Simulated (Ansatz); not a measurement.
# SiBi (built on the sites of a database entry of SnSb): from the cell to its phonons, part 2 of 3

Aim: the vibrations of SiBi (built on the sites of a database entry of SnSb), their spectra, and whether the structure is stable.

Ansatz 0.2.0; DFT LDA, scalar-relativistic, plane waves, PAW.

So far. Step 3 (Tight relaxation): The forces vanish by symmetry and the pressure is 0.000 GPa, within the tolerances set. The cell now holds 23.92 Å³/atom. The relaxed cell has a = 5.762 Å (conventional setting).

The structure was built from a prototype and need not be the compound's stable phase.

## Step 4: Zone-centre response

The zone centre comes first: it holds the modes that light can see, as far as symmetry allows. No field response is asked, since the mesh shows no gap.

input.yaml reads:

```yaml
crystal:
  lattice:
    - [0.0, 2.8811536828, 2.8811536828]
    - [2.8811536828, 0.0, 2.8811536828]
    - [2.8811536828, 2.8811536828, 0.0]
  atoms:
    - { symbol: Si, position: [0.0, 0.0, 0.0] }
    - { symbol: Bi, position: [0.5, 0.5, 0.5] }
kpoints:
  mp_grid: { grid: [12, 12, 12] }
hamiltonian:
  xc: lda
scf:
  occupations: { method: methfessel_paxton, width: 0.2 }
output:
  eigenvalues: true
phonons:
  method: dfpt
```

Command:

```
> ansatz run input.yaml --threads 4 --pin off --max-ram 14336MiB --backend cpu --events-out ev --progress --plain --runs-dir out
```

Numbers of over 12 decimals in the logs are rounded to 6 here.

Output:

```text
[...]
Crystal: 2 atoms, lattice volume = 47.833 Å³
Basis set: ecut = 420 eV, 941 PW (Γ), exchange–correlation on 60×60×60 points (8 copies of the dense FFT grid, shifted against one another)
Bands: 14, of which v1, the nominal top of the filled ones, is band 10 counted from 1 (9 counted from 0)
Symmetry: 48 space group operations
k-points: 163 of 1728 (irreducible under 8 space group operations, time reversal used)
[...]
SCF iter   1: F=—  HF=-12693.761274 eV  |F-HF|=—  |Δ(HF+E_count)|=         —  Δρ=4.20e-3  dr2=5.98e-3  ethr=1.77e-3  ⟨swp⟩=5.4  Hψ=12705  notcnv=0
[...]
SCF iter   9: F=-12693.759175 eV  HF=-12693.759175 eV  |F-HF|=0.00e0  |Δ(HF+E_count)|=  4.00e-11  S|Δr|=    0.00e0  Δρ=8.15e-8  dr2=4.15e-12  ethr=1.00e-12  ⟨swp⟩=6.4  Hψ=10211  notcnv=0
SCF 1 converged in 9 iterations: F = -12693.759175 eV  dr2 = 4.15e-12
[...]
DFPT response loops at Γ: preconditioner auto → Kerker (q_TF=auto, 2.339 Å⁻¹) (partly filled bands, converged f_vac=0.000); β = 1.00, the filter's whole step (`scf.mixing.beta` (0.50) is not read by the response loops under this deck's `scf.mixing.preconditioner`; to damp them name `kerker` or `kerker_dos`, under which they read `scf.mixing.beta`, and type it under 1.00, their step now; both keys bind the ground state too); Broyden in place of MSR1
SCF converged after 9 iterations
[...]
Free energy (F): -12693.759175 eV
[...]
Internal energy: -12693.758928 eV  (E = F + TS)
E sigma→0 (E₀):  -12693.759113 eV
Entropy (-TS):   -0.000248 eV (-0.124 meV/atom)
Fermi energy:    10.243942 eV
[...]
--- Band table (eV; the first three rows and the last of 163) ---
  k-point 0: bands = [... 6 lower, 7.5535, 9.5233, 9.5233, 9.5233, 15.1529, 15.1529, 15.1529, 15.7286]
  k-point 1: bands = [... 6 lower, 6.8868, 9.5298, 9.5298, 9.9664, 14.6366, 14.6366, 14.7253, 15.7096]
  k-point 2: bands = [... 6 lower, 5.6425, 9.5611, 9.5611, 10.5512, 13.6859, 13.6859, 13.9647, 15.8716]
  k-point 162: bands = [... 6 lower, 3.0247, 5.4430, 5.4430, 11.5768, 11.7652, 15.9600, 15.9600, 18.8669]
--- Phonons (Γ-DFPT): 2 representative perturbations + reference, on 163 of 1728 k-points (Σ response iterations 6) ---
  k mesh reduced under 8 symmetry operations, with k and −k counted as one. Each operation leaves every solved perturbation unchanged. A smaller set is not used because it would not reduce the number of displacements times k-points to solve
  ASR residual: 1.523e-4 → 0.000e0 eV/Å²; symmetrization residual: 5.265e-6 eV/Å²
  ASR residual per site (eV/Å²): 2.01e-5 1.52e-4
  Γ frequencies (cm⁻¹): 0.00 0.00 0.00 140.23 140.23 140.23
  non-analytic LO–TO correction: not included (Born effective charges unavailable; polar crystals: no LO–TO splitting at Γ)
```

The job ended after 13 s (4 threads of Arm Neoverse N1, shared host; peak memory 0.61 GiB; 49 s of CPU time).

The column dr2 measures how far the density is from self-consistency, as an energy; F and HF (Harris–Foulkes) agree once it is small.

This step gave:

| Property | Result |
| --- | --- |
| sum-rule residual before enforcement | 1.52e-4 eV/Å² |
| point group | m-3m |
| highest optical mode at the zone centre (no LO-TO term) | 140.2 cm⁻¹ |
| lowest optical zone-centre mode | 140.2 cm⁻¹ |

Patterns of degenerate modes are one choice out of their space. Modes at Γ, with each element's share of the kinetic energy:

| mode | frequency (cm⁻¹) | symmetry | Si % | Bi % |
| --- | --- | --- | --- | --- |
| 1 | 0.0 | acoustic | 12 | 88 |
| 2 | 0.0 | acoustic | 12 | 88 |
| 3 | 0.0 | acoustic | 12 | 88 |
| 4 | 140.2 | T1u | 88 | 12 |
| 5 | 140.2 | T1u | 88 | 12 |
| 6 | 140.2 | T1u | 88 | 12 |

Displacements in mode 4 (140.2 cm⁻¹), the largest set to 1:
```
Si1  0.00 -0.38  1.00
Bi2  0.00  0.05 -0.13
```

Before it was imposed, the acoustic sum rule was missed by 1.5e-4 eV/Å². Small misses are needed for a sound result but don't prove that mesh and cutoff are converged. The lowest optical mode is real, 140 cm⁻¹.

## Step 5: Phonons on a q mesh

Stability and thermal properties need the whole zone. Linear response on a 4×4×4 q mesh gives force constants as far as a supercell of that size would.

Changes to input.yaml since step 4:

```diff
@@ -18 +18,8 @@
   method: dfpt
+  qmesh: [4, 4, 4]
+  temperatures: { t_max: 1000, t_step: 50 }
+  qpath:
+    path:
+      - [[0.0, 0.0, 0.0], [0.5, 0.0, 0.5], [0.625, 0.25, 0.625]]
+      - [[0.375, 0.375, 0.75], [0.0, 0.0, 0.0], [0.5, 0.5, 0.5], [0.5, 0.25, 0.75], [0.5, 0.0, 0.5]]
+    npoints: 10
```

Output:

```text
[...]
Crystal: 2 atoms, lattice volume = 47.833 Å³
Basis set: ecut = 420 eV, 941 PW (Γ), exchange–correlation on 60×60×60 points (8 copies of the dense FFT grid, shifted against one another)
Bands: 14, of which v1, the nominal top of the filled ones, is band 10 counted from 1 (9 counted from 0)
Symmetry: 48 space group operations
k-points: 72 of 1728
[...]
SCF iter   1: F=—  HF=-12693.761086 eV  |F-HF|=—  |Δ(HF+E_count)|=         —  Δρ=4.21e-3  dr2=6.02e-3  ethr=1.77e-3  ⟨swp⟩=5.4  Hψ=5567  notcnv=0
[...]
SCF iter   9: F=-12693.759175 eV  HF=-12693.759175 eV  |F-HF|=3.64e-12  |Δ(HF+E_count)|=  4.00e-11  S|Δr|=    0.00e0  Δρ=5.61e-8  dr2=2.00e-12  ethr=1.00e-12  ⟨swp⟩=6.3  Hψ=4499  notcnv=0
SCF 1 converged in 9 iterations: F = -12693.759175 eV  dr2 = 2.00e-12
[...]
phonons: the bands overlap, so this run is a metal and interpolates without the dipole-dipole term. If the crystal is really an insulator or semiconductor, its LO-TO splitting is missing
NSCF: frozen V_eff on 72 k-points
WARN: eigensolver did not converge in 6 slots of this pass, the one above among them; of largest residual over every band (k=5): 1 band(s) unlocked (lowest unlocked band 13, counted from 0; max residual 3.99e-4 eV among the unlocked bands, 3.99e-4 eV over every band); of lowest unlocked band (k=1): band 13
[...]
DFPT response loops at q = (0, 0, 0) (fractional): preconditioner auto → Kerker (q_TF=auto, 2.339 Å⁻¹) (partly filled bands, converged f_vac=0.000); β = 1.00, the filter's whole step (`scf.mixing.beta` (0.50) is not read by the response loops under this deck's `scf.mixing.preconditioner`; to damp them name `kerker` or `kerker_dos`, under which they read `scf.mixing.beta`, and type it under 1.00, their step now; both keys bind the ground state too); Broyden in place of MSR1
[...]
SCF converged after 9 iterations
[...]
Free energy (F): -12693.759175 eV
[...]
Internal energy: -12693.758928 eV  (E = F + TS)
E sigma→0 (E₀):  -12693.759113 eV
Entropy (-TS):   -0.000248 eV (-0.124 meV/atom)
Fermi energy:    10.243942 eV
[...]
--- Band table (eV; the first three rows and the last of 72) ---
  k-point 0: bands = [... 6 lower, 7.5535, 9.5233, 9.5233, 9.5233, 15.1529, 15.1529, 15.1529, 15.7286]
  k-point 1: bands = [... 6 lower, 6.8868, 9.5298, 9.5298, 9.9664, 14.6366, 14.6366, 14.7253, 15.7096]
  k-point 2: bands = [... 6 lower, 5.6425, 9.5611, 9.5611, 10.5512, 13.6859, 13.6859, 13.9647, 15.8716]
  k-point 71: bands = [... 6 lower, 3.0247, 5.4430, 5.4430, 11.5768, 11.7652, 15.9600, 15.9600, 18.8669]
--- Phonons (Γ-DFPT): 2 representative perturbations + reference (Σ response iterations 6) ---
  ASR residual: 9.573e-5 → 0.000e0 eV/Å²; symmetrization residual: 5.342e-6 eV/Å²
  ASR residual per site (eV/Å²): 6.13e-6 9.57e-5
  Γ frequencies (cm⁻¹): 0.00 0.00 0.00 140.23 140.23 140.23
--- Phonons (arbitrary-q DFPT): 8 irreducible q on the 4×4×4 mesh ---
  q = [0.0000, 0.0000, 0.0000] (star 1, of the zone-centre solve; hermiticity 5.97e-6, symmetrization 3.43e-12): -0.00 -0.00 -0.00 140.23 140.23 140.23
  q = [0.0000, 0.0000, 0.2500] (star 8, 2 solved perturbations on 936 of 1728 k-point pairs; hermiticity 1.89e-6, symmetrization 5.95e-13): 52.78 52.78 69.58 162.40 162.40 204.53
[...]
q = [0.0000, 0.2500, 0.2500] (star 6, 4 solved perturbations in 1608 linear systems a pass and spin channel, the states on 510 of 1728 k-point pairs; hermiticity 1.32e-6, symmetrization 2.51e-13): 29.20 29.20 84.42 132.72 132.72 223.51
[...]
sum rule: each row above includes the acoustic sum rule's correction from the zone centre's row sums; it moved no ω² by more than (0.35 cm⁻¹)²
  mesh force constants: q→R imaginary residual 3.79e-18; ASR residual 9.573e-5 → 0.000e0 eV/Å²; symmetrization residual 3.553e-15 eV/Å²
  interpolated dispersion: 62 rows × 6 modes
  density of states and harmonic sums: on the 20×20×20 q-mesh, interpolated from the force constants of a 4×4×4 supercell (no non-analytic term)
  largest difference from the sums on the solved wave vectors: F 1.14e-2 eV, S 1.54e-5 and C_V 4.01e-6 eV/K
  zero-point energy: 0.047413 eV/cell   skipped modes (ω ≤ 0): 3   left out of the sums: 6.25e-5 of the cell's modes: C_V's classical limit lies that fraction below 3 k_B per atom; for a crystal, a wire or a layer, F and S can be off by more, and a phonons.interpolated_qmesh denser along its periods is the remedy for the sampling
```

The job ended after 6.9 min (4 threads; peak memory 2.9 GiB).

Numbers from this step:

```yaml
sum_rule_residual_before_enforcement: 9.57e-5 eV/Å²
lowest_frequency_on_the_path: 0 cm⁻¹
highest_frequency_on_the_path_or_at_a_solved_wavevector: 260.6 cm⁻¹
mean_frequency: 127.5 cm⁻¹
debye_temperature_second_moment: 268 K
logarithmic_mean_frequency: 107.6 cm⁻¹
lowest_mode_on_the_q_mesh_acoustic_modes_at_gamma_apart: 28.81 cm⁻¹
zero_point_energy_per_atom: 23.71 meV
heat_capacity_at_300_k: 23.99 J/(mol atoms K)
vibrational_entropy_at_300_k: 41.93 J/(mol atoms K)
edges_of_the_widest_gap_between_branches_on_path_and_mesh: 99.4, 126.1 cm⁻¹
```

Frequencies (cm⁻¹) solved at each irreducible wavevector; negative means imaginary. Frequencies by wavevector, by row:

| q in reciprocal lattice units | star | mode 1 | mode 2 | mode 3 | mode 4 | mode 5 | mode 6 |
| --- | --- | --- | --- | --- | --- | --- | --- |
| 0 0 0 | 1 | 0 | 0 | 0 | 140.2 | 140.2 | 140.2 |
| 0 0 0.25 | 8 | 52.8 | 52.8 | 69.6 | 162.4 | 162.4 | 204.5 |
| 0 0 -0.5 | 4 | 79.8 | 79.8 | 99.4 | 221.8 | 221.8 | 260.6 |
| 0 0.25 0.25 | 6 | 29.2 | 29.2 | 84.4 | 132.7 | 132.7 | 223.5 |
| 0 0.25 -0.5 | 24 | 62.6 | 68.7 | 75 | 190.5 | 194.2 | 209.5 |
| 0 0.25 -0.25 | 12 | 48 | 78.8 | 89.3 | 160.3 | 212.6 | 233.7 |
| 0 -0.5 -0.5 | 3 | 28.8 | 28.8 | 51.8 | 127.8 | 127.8 | 181.8 |
| 0.25 -0.5 -0.25 | 6 | 48.2 | 48.2 | 79.3 | 174.4 | 174.4 | 212.9 |

Interpolated from a 4×4×4 q mesh. The phonon branches at the labelled points (cm⁻¹):

| point | branch 1 | branch 2 | branch 3 | branch 4 | branch 5 | branch 6 |
| --- | --- | --- | --- | --- | --- | --- |
| Γ | 0 | 0 | 0 | 140 | 140 | 140 |
| halfway | 29 | 29 | 84 | 133 | 133 | 224 |
| X | 29 | 29 | 52 | 128 | 128 | 182 |
| halfway | 40 | 45 | 50 | 150 | 152 | 179 |
| U | 46 | 64 | 70 | 176 | 189 | 195 |
| jump to K | 46 | 64 | 70 | 176 | 189 | 195 |
| halfway | 44 | 66 | 80 | 140 | 191 | 221 |
| Γ | 0 | 0 | 0 | 140 | 140 | 140 |
| halfway | 53 | 53 | 70 | 162 | 162 | 204 |
| L | 80 | 80 | 99 | 222 | 222 | 261 |
| halfway | 70 | 73 | 88 | 198 | 206 | 233 |
| W | 48 | 48 | 79 | 174 | 174 | 213 |
| halfway | 42 | 49 | 58 | 153 | 176 | 178 |
| X | 29 | 29 | 52 | 128 | 128 | 182 |

The phonon branches as a text plot (rows in cm⁻¹):

```
    255 |                                      *****
    244 |                                           **
    233 |                   ****              *       *
    223 |      **               *            *  *****  **
    212 |    **  *         ****                *    **   ***
    201 |         **       *   * *          *        ***    *
    190 |   *       *    **     *          *  *        **    *
    179 |            ******       **         *          *********
    168 |  *            *  ****  *  *     *                ** *
    157 |                      *  **     *  *                *
    147 | *            *            **  * **                  *
    136 |***   ****** *         *   ******                     **
    125 |   ***      *           ***                            *
    114 |
    103 |                                       ***
     92 |                   ****              **   ****
     81 |    *****         **** *            *  ****** *****
     71 |         **     ***   ***          * **     ***    *
     60 |   *       *   ***      ***       * *         **    *
     49 |  *         ************ **      ***            ********
     38 |              *         *  *    **                   **
     27 | * ***********           ****   *                     **
     16 | **                         *  *
      5 |*                            **
         Γ           X  U|K            Γ         L        W     X
```

Tetrahedra on a 20×20×20 mesh, mean over bins of 5 cm-1. Interpolated from a 4×4×4 q mesh. Phonon density of states against wavenumber; read off at these points:

| wavenumber (cm⁻¹) | phonon density of states (1/cm⁻¹/cell) |
| --- | --- |
| 2 | 1.0e-5 |
| 12 | 4.2e-4 |
| 22 | 0.00219 |
| 28 | 0.00622 |
| 38 | 0.0252 |
| 48 | 0.0596 |
| 58 | 0.0468 |
| 68 | 0.0490 |
| 72 | 0.056 |
| 78 | 0.0728 |
| 82 | 0.0582 |
| 92 | 0.0166 |
| 102 | 0 |
| 112 | 0 |
| 118 | 0 |
| 128 | 0.00539 |
| 138 | 0.0148 |
| 148 | 0.0175 |
| 152 | 0.0177 |
| 162 | 0.0205 |
| 172 | 0.0308 |
| 178 | 0.0386 |
| 182 | 0.0361 |
| 192 | 0.0308 |
| 198 | 0.0315 |
| 208 | 0.0359 |
| 212 | 0.0415 |
| 218 | 0.0382 |
| 228 | 0.0227 |
| 238 | 0.0113 |
| 242 | 0.00757 |
| 252 | 0.00339 |
| 262 | 1.0e-5 |

The partial phonon density of states has structure finer than the step of the table below, so its rows give means over 10 cm⁻¹, whole bins alone (the curve runs from -10 to 278 cm⁻¹). Peaks (cm⁻¹: height): Bi 47.9: 0.0615, 78.6: 0.0715; Si 47.9: 0.00571, 150.9: 0.0204, 179.8: 0.0382, 216.0: 0.0425.

Phonopy on the run's constants, 17x17x17 mesh, Gaussian sigma 2.1 cm-1. Interpolated from a 4×4×4 q mesh. Partial phonon density of states against wavenumber; means over each step; values in 1/cm⁻¹/cell:

| wavenumber (cm⁻¹) | Bi | Si |
| --- | --- | --- |
| 0 | 5.3e-5 | 7.3e-6 |
| 10 | 2.8e-4 | 3.4e-5 |
| 20 | 0.00173 | 1.8e-4 |
| 30 | 0.0129 | 0.00120 |
| 40 | 0.0270 | 0.00219 |
| 50 | 0.0506 | 0.00439 |
| 60 | 0.0445 | 0.00249 |
| 70 | 0.0511 | 0.00146 |
| 80 | 0.0638 | 7.2e-4 |
| 90 | 0.0321 | 2.5e-4 |
| 100 | 0.00299 | 1.5e-5 |
| 110 | 1.4e-6 | 0 |
| 120 | 2.7e-5 | 3.7e-4 |
| 130 | 6.8e-4 | 0.00862 |
| 140 | 0.00124 | 0.0147 |
| 150 | 0.00133 | 0.0166 |
| 160 | 0.00135 | 0.0182 |
| 170 | 0.00196 | 0.0246 |
| 180 | 0.00291 | 0.0348 |
| 190 | 0.00153 | 0.0287 |
| 200 | 9.7e-4 | 0.0306 |
| 210 | 5.6e-4 | 0.0375 |
| 220 | 2.3e-4 | 0.0360 |
| 230 | 1.0e-4 | 0.0211 |
| 240 | 3.8e-5 | 0.00988 |
| 250 | 1.2e-5 | 0.00432 |
| 260 | 4.0e-7 | 0.00103 |
| 270 | 0 | 1.6e-6 |

Second derivatives of the energy by pair, one row for each kind of neighbour of each atom listed. Each entry sums the pair over the periodic images of the supercell that the q mesh stands for, and in a polar crystal it holds the long-range dipole part too. Force constants by pair, by row:

| atom | neighbour | distance (Å) | third of the trace (eV/Å²) | along the pair's line (eV/Å²) |
| --- | --- | --- | --- | --- |
| Si1 | itself | 0 | 3.731 | – |
| Si1 | Bi | 2.881 | -0.2787 | -1.078 |
| Si1 | Si | 4.075 | -0.067 | -0.2571 |
| Si1 | Bi | 4.99 | -0.0081 | -0.0081 |
| Si1 | Si | 5.762 | -0.3052 | -0.7547 |
| Si1 | Bi | 6.442 | 0.0196 | 0.0668 |
| Si1 | Si | 7.057 | 0.0155 | -0.0063 |
| Bi2 | itself | 0 | 4.287 | – |
| Bi2 | Si | 2.881 | -0.2787 | -1.078 |
| Bi2 | Bi | 4.075 | -0.1654 | -0.4651 |
| Bi2 | Si | 4.99 | -0.0081 | -0.0081 |
| Bi2 | Bi | 5.762 | -0.2605 | -0.6117 |
| Bi2 | Si | 6.442 | 0.0196 | 0.0668 |
| Bi2 | Bi | 7.057 | 0.0254 | 0.0075 |

Harmonic thermodynamic functions per atom, from the density of states. Interpolated from a 4×4×4 q mesh. Thermodynamic functions, by row:

| T (K) | F_vib (meV/atom) | S (J/mol-atom/K) | C_V (J/mol-atom/K) |
| --- | --- | --- | --- |
| 0 | 23.71 | 0 | 0 |
| 50 | 22.34 | 7.5 | 11.16 |
| 100 | 15.69 | 17.83 | 18.49 |
| 200 | -10.94 | 32.4 | 22.9 |
| 300 | -49.75 | 41.93 | 23.99 |
| 400 | -96.98 | 48.89 | 24.39 |
| 500 | -150.6 | 54.36 | 24.59 |
| 600 | -209.3 | 58.85 | 24.7 |
| 700 | -272.3 | 62.66 | 24.76 |
| 800 | -339 | 65.97 | 24.8 |
| 900 | -408.9 | 68.89 | 24.83 |
| 1000 | -481.7 | 71.51 | 24.85 |

Harmonic mean-square displacement, third of the trace. Interpolated from a 4×4×4 q mesh. Mean square displacements, by row:

| T (K) | Si1 U_eq (Å²) | Bi2 U_eq (Å²) |
| --- | --- | --- |
| 0 | 0.00361 | 0.00133 |
| 100 | 0.00535 | 0.00369 |
| 300 | 0.01265 | 0.01055 |
| 600 | 0.0246 | 0.02101 |

Symmetry leaves 8 wavevectors to solve. The lowest mode among them, the acoustic zeros apart, lies at q = (0, -0.5, -0.5) and is real, 28.8 cm⁻¹.

[end of part 2 of 3]

[Logs are printed without paths, hosts, clocks, repeated set-up lines and the standing remarks that a program may print on its own settings, such as how far it seeks lower states.]

[Hosts, paths, dates, database ids (printed as entryN), source tags and the programs' standing remarks are cut or masked in the printed files.]
